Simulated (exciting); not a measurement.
Consider RbLuO2, space group R-3m.

```
Lu Rb O
1.0
     1.70000    0.98150    6.38333
    -1.70000    0.98150    6.38333
     0.00000   -1.96299    6.38333
Lu Rb O
1 1 2
Direct
  0.50000 0.50000 0.50000
  0.00000 0.00000 0.00000
  0.77700 0.77700 0.77700
  0.22300 0.22300 0.22300
```

Absorber: atom 2, with 6 O at 2.88 Å (6-fold, site symmetry -3m). Method: exciting, all-electron LAPW+lo, LDA, exchange and screened direct term (singlet BSE), 3×3×3 shifted k points, 34 conduction bands, |G+q| up to 3 bohr⁻¹ (2 in the exchange term), full RPA screening with nempty = 58, Lorentzian half width 0.64 eV.

**Question.** What does the Rb L₃ spectrum look like, and is there a bound core exciton?

Bound core exciton? Yes on this mesh: the first bright state (over 5 % of the brightest) lies at -1.50 eV from the Kohn–Sham onset and at -1.72 eV from the lowest bare transition of its own mesh. Maxima (height): -1.3 eV (0.61), 1.1 eV (1.00), 8.7 eV (0.28), 11.6 eV (0.26), 17.3 eV (0.30) and 21.2 eV (0.26).

Energy from the Kohn–Sham onset, core level to the lowest empty state found on the meshes used; Im ε in relative units:

| E (eV) | Im ε |
| --- | --- |
| -6.0 | 0.03 |
| -5.5 | 0.03 |
| -5.0 | 0.04 |
| -4.5 | 0.04 |
| -4.0 | 0.06 |
| -3.5 | 0.07 |
| -3.0 | 0.11 |
| -2.5 | 0.17 |
| -2.0 | 0.32 |
| -1.5 | 0.57 |
| -1.0 | 0.56 |
| -0.5 | 0.44 |
| 0.0 | 0.51 |
| 0.5 | 0.73 |
| 1.0 | 0.99 |
| 1.5 | 0.85 |
| 2.0 | 0.62 |
| 2.5 | 0.52 |
| 3.0 | 0.47 |
| 3.5 | 0.45 |
| 4.0 | 0.45 |
| 4.5 | 0.41 |
| 5.0 | 0.38 |
| 5.5 | 0.33 |
| 6.0 | 0.27 |
| 6.5 | 0.24 |
| 7.0 | 0.26 |
| 7.5 | 0.27 |
| 8.0 | 0.27 |
| 8.5 | 0.28 |
| 9.0 | 0.27 |
| 9.5 | 0.25 |
| 10.0 | 0.24 |
| 10.5 | 0.23 |
| 11.0 | 0.23 |
| 11.5 | 0.25 |
| 12.0 | 0.25 |
| 12.5 | 0.23 |
| 13.0 | 0.21 |
| 13.5 | 0.20 |
| 14.0 | 0.19 |
| 14.5 | 0.18 |
| 15.0 | 0.18 |
| 15.5 | 0.21 |
| 16.0 | 0.24 |
| 16.5 | 0.27 |
| 17.0 | 0.30 |
| 17.5 | 0.30 |
| 18.0 | 0.28 |
| 18.5 | 0.28 |
| 19.0 | 0.26 |
| 19.5 | 0.23 |
| 20.0 | 0.23 |
| 20.5 | 0.25 |
| 21.0 | 0.26 |
| 21.5 | 0.26 |
| 22.0 | 0.24 |
| 22.5 | 0.21 |
| 23.0 | 0.20 |
| 23.5 | 0.19 |
| 24.0 | 0.17 |
| 24.5 | 0.15 |

With 27 k points the binding energies are rough, and fine structure above the first lines is partly noise of the mesh. The kernel cutoff is low for a compact core orbital, so the effect of exchange is a lower bound. The zero comes from the unshifted 4×4×4 ground-state mesh; it is exact only where the band minimum lies on that mesh. The conduction states carry no spin here, so the exchange coupling to the spinor core hole is only partly held. This core level is treated alone, with no coupling to its spin–orbit partner. The Kohn–Sham onset, 1756 eV, is no photon energy (tabulated edge of the element: 1804 eV): the scale needs a rigid shift. Bands and screening come from semilocal DFT, whose small gap overscreens. Vibrations and energy-dependent lifetimes are left out. The structure is a published determination, not relaxed.

[Banner, clock and machine lines of the logs are left out without a mark of their own.]

[Logs are printed without paths, hosts, clocks, repeated set-up lines and the standing remarks that a program may print on its own settings, such as how far it seeks lower states.]

[Hosts, paths, dates, database ids (printed as entryN), source tags and the programs' standing remarks are cut or masked in the printed files.]
